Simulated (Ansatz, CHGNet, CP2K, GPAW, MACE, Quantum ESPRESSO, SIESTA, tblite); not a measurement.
# Forces in generalised stacking fault on (112) of a Nb-Li solid solution (54 atoms), program by program

One geometry of generalised stacking fault on (112) of a Nb-Li solid solution (54 atoms) is solved by several programs and methods. How far do their forces lie from a plane-wave PBE run?

Results are calculated, not measured.

## 1. The cell

The cell holds 54 atoms (30 Nb and 24 Li), with edges of 8.82, 4.80 and 25.17 Å. Recipe: bcc Nb lattice (a = 3.3949 Å, the value set for the mixture), cell with z along [112], 3 x 1 x 3 periods; the third cell vector is tilted by 0.333 of 1/2<111> (its sense, twinning or antitwinning, isn't checked) and lengthened by 0.2 Å, so the cell holds one fault; displaced by a Gaussian of 0.01 Å; 24 of 54 Nb sites given to Li at random (lattice constant by Vegard's rule between Nb and Li). Then every atom was moved at random, 0.05 Å r.m.s. a Cartesian component. The density is 4.61 g/cm³.

## 2. The reference input

Quantum ESPRESSO 7.5: Kohn-Sham DFT, PBE, SSSP efficiency 1.3.0 pseudopotentials, plane waves. Its input, pw.in:

```
&control
  calculation = 'scf'
  pseudo_dir = './pseudo'
  outdir = './tmp'
  disk_io = 'none'
  tprnfor = .true.
  tstress = .true.
/
&system
  ibrav = 0
  nat = 54
  ntyp = 2
  ecutwfc = 45
  ecutrho = 360
  nosym = .true.
  occupations = 'smearing'
  smearing = 'fd'
  degauss = 0.003675
/
&electrons
  conv_thr = 2.7e-07
  electron_maxstep = 100
  mixing_beta = 0.2
  mixing_mode = 'local-TF'
  diagonalization = 'david'
/
ATOMIC_SPECIES
Nb 92.906 Nb.upf
Li 6.940 Li.upf
CELL_PARAMETERS angstrom
8.82021 0.00000 0.00000
0.00000 4.80111 0.00000
0.98001 0.00000 25.14732
ATOMIC_POSITIONS crystal
Nb 0.55275 0.99223 0.99178
Nb 0.22767 0.98749 0.99104
Li 0.89346 0.00375 0.99489
Nb 0.76692 0.50888 0.05166
[... 48 atom lines left out ...]
Li 0.44923 0.50258 0.93870
Li 0.11556 0.50409 0.93558
K_POINTS gamma
```

```console
$ OMP_NUM_THREADS=1 mpirun -np 2 pw.x -in pw.in > output.txt
```

Elapsed: 10 min, on 2 MPI ranks of Arm Neoverse V1, shared host; peak memory 2.3 GiB.

It converged with an r.m.s. force component of 0.84 eV/Å and a pressure of -12 GPa.

## 3. The other programs

- CHGNet: machine-learned potential, published weights.
- CP2K 2026.2: Gaussian basis with GTH pseudopotentials and a plane-wave density; labels give functional, basis (MOLOPT sets; SR short-range, UZH the newer set with its own potentials), grid cutoff/relative cutoff and solver (OT: orbital transformation; TRS4, TC2, SIGN: linear-scaling purification with its sparsity filter), or its built-in tight binding.
- MACE: machine-learned potential, published weights.
- Quantum ESPRESSO 7.5: plane waves; labels (QE) give functional, pseudopotential set and cutoffs of waves/density.
- SIESTA 5.4.2: numerical atomic orbitals, whose automatically made sets are far from complete, with PseudoDojo norm-conserving potentials that we converted to its format (checked against plane waves on the same files for H, C, O, Si, Ge and Ca alone); labels give functional, basis size, energy shift and mesh cutoff.

All use the same cell and atoms, and the electronic-structure runs the same k-mesh.

## 4. All runs compared

Differences are against the reference: forces as r.m.s. over components, share as that over the reference's r.m.s. force, slope as the fitted ratio of a run's forces to the reference's.

```
                                                          run  Δ force, r.m.s. (meV/Å)  share (%)  slope  Δ pressure (GPa)  cores  CPU time  memory (GiB)
                                                    reference                        -          -      -                 -      2    21 min           2.3
                                       CHGNet 0.3.0 potential                      691       82.7  0.281              3.18      1     3.8 s          0.76
                                      CHGNet r2SCAN potential                      700       83.8  0.304              1.52      1     3.5 s          0.76
CP2K PBE, DZVP-MOLOPT-SR, 280/50 Ry, diagonalisation (coarse)                     54.6       6.54  1.008             0.717      2    24 min           1.5
CP2K PBE, DZVP-MOLOPT-SR, 400/50 Ry, diagonalisation (coarse)                     31.4       3.76  1.007             0.608      2    29 min           2.1
         CP2K PBE, DZVP-MOLOPT-SR, 800/50 Ry, diagonalisation                     31.3       3.75  1.007             0.607      4    26 min           6.7
 CP2K PBE, SZV-MOLOPT-SR, 800/50 Ry, diagonalisation (coarse)                      503       60.2  1.051              1.21      2    13 min           4.5
               CP2K PBE, TZVP-UZH, 800/50 Ry, diagonalisation                     27.8       3.32  1.016             0.530      4    22 min           6.8
                                  MACE MPA-0 medium potential                      738       88.4  0.226              2.89      1     7.6 s          0.81
            QE PBE, sssp-1.3.0-efficiency, 20/160 Ry (coarse)                      149       17.9  1.007             -61.3      2   8.9 min          0.72
                  SIESTA PBE, DZP, shift 0.01 Ry, mesh 300 Ry                     36.1       4.32  1.008            -0.564      2    11 min           1.4
                  SIESTA PBE, TZP, shift 0.01 Ry, mesh 300 Ry                     37.6       4.50  1.006            -0.957      2    15 min           1.6
```

Rows marked coarse were listed beforehand as settings not expected to be converged; some can still land near the reference.

Times of the machine-learned potentials are mostly Python's start and the loading of weights.

Runs without a result: CP2K GFN1-xTB, diagonalisation (not converged); GPAW PBE, LCAO dzp, h 0.2 Å (cut off at its time limit); tblite GFN1-xTB (not converged); GPAW PBE, LCAO szp(dzp), h 0.2 Å (cut off at its time limit); QE PBE, sssp-1.3.0-efficiency, 45/360 Ry, cg (cut off at its time limit); GPAW PBE, LCAO dzp, h 0.15 Å (cut off at its time limit); GPAW revPBE, LCAO dzp, h 0.2 Å (cut off at its time limit).

CPU time is summed over cores on shared hosts, so it is rough.

## 5. What came out

Forces lie from 3.3 % (CP2K PBE, TZVP-UZH, 800/50 Ry, diagonalisation) to 88 % (MACE MPA-0 medium potential) of the reference's r.m.s. force of 0.84 eV/Å away from it. The PBE runs in local orbitals, coarse settings apart, differ by 3.3 % (CP2K PBE, TZVP-UZH, 800/50 Ry, diagonalisation) to 4.5 % (SIESTA PBE, TZP, shift 0.01 Ry, mesh 300 Ry); basis, grid and potentials can all enter. Machine-learned potentials differ by 83 % (CHGNet 0.3.0 potential) to 88 % (MACE MPA-0 medium potential); they were trained on other programs' data, some at another functional. Among those trained on PBE data the slope goes as low as 0.23, with a correlation of 0.47, so directions differ as well as sizes. Runs with settings chosen to be coarse differ by 3.8 % (CP2K PBE, DZVP-MOLOPT-SR, 400/50 Ry, diagonalisation) to 60 % (CP2K PBE, SZV-MOLOPT-SR, 800/50 Ry, diagonalisation), their programs' other errors included.

From CP2K PBE, DZVP-MOLOPT-SR, 280/50 Ry, diagonalisation to the finer CP2K PBE, DZVP-MOLOPT-SR, 800/50 Ry, diagonalisation the share falls from 6.5 to 3.7 %. Pressures at PBE, coarse settings apart, lie -0.96 to +0.61 GPa from the reference's. A pressure off by over 25 GPa (QE PBE, sssp-1.3.0-efficiency, 20/160 Ry) is no usable stress for this cell.

**Limits.** The reference's pressure holds the uncorrected Pulay stress of its 45 Ry basis, so small pressure differences may be the reference's own error. Machine-learned potentials mimic data converged in k, so the reference's own k-point error enters their differences. The cell is under 6 Å thick along one periodic direction, so every atom has periodic images of itself close by, which move with it. The reference's stress is far from hydrostatic: its diagonal is -9.5, -22.4, -5.2 GPa, compression counted positive. The host structure and its lattice constant were typed by rule, without a check against the phase diagram. The electronic-structure runs sample only Γ, in a cell whose shortest periodic width is 5 Å, which is coarse for a cell with partly filled levels. The reference's pressure of -12 GPa reflects the volume that the recipe set, positions that aren't this level's minimum and the coarse k-sampling. Spin–orbit coupling is left out. The reference has no spin polarisation, so local moments can't form. Where levels are smeared, the DFT runs use Fermi–Dirac occupations at 580 K (0.05 eV), and energies are free energies. The atoms were displaced at random, and shares hang on the size of the forces that this gives. The reference's cutoffs and mesh weren't converged further here.

[Logs are printed without paths, hosts, clocks, repeated set-up lines and the standing remarks that a program may print on its own settings, such as how far it seeks lower states.]

[Hosts, paths, dates, database ids (printed as entryN), source tags and the programs' standing remarks are cut or masked in the printed files.]

[Cells were taken only where this reference lay near another plane-wave run.]
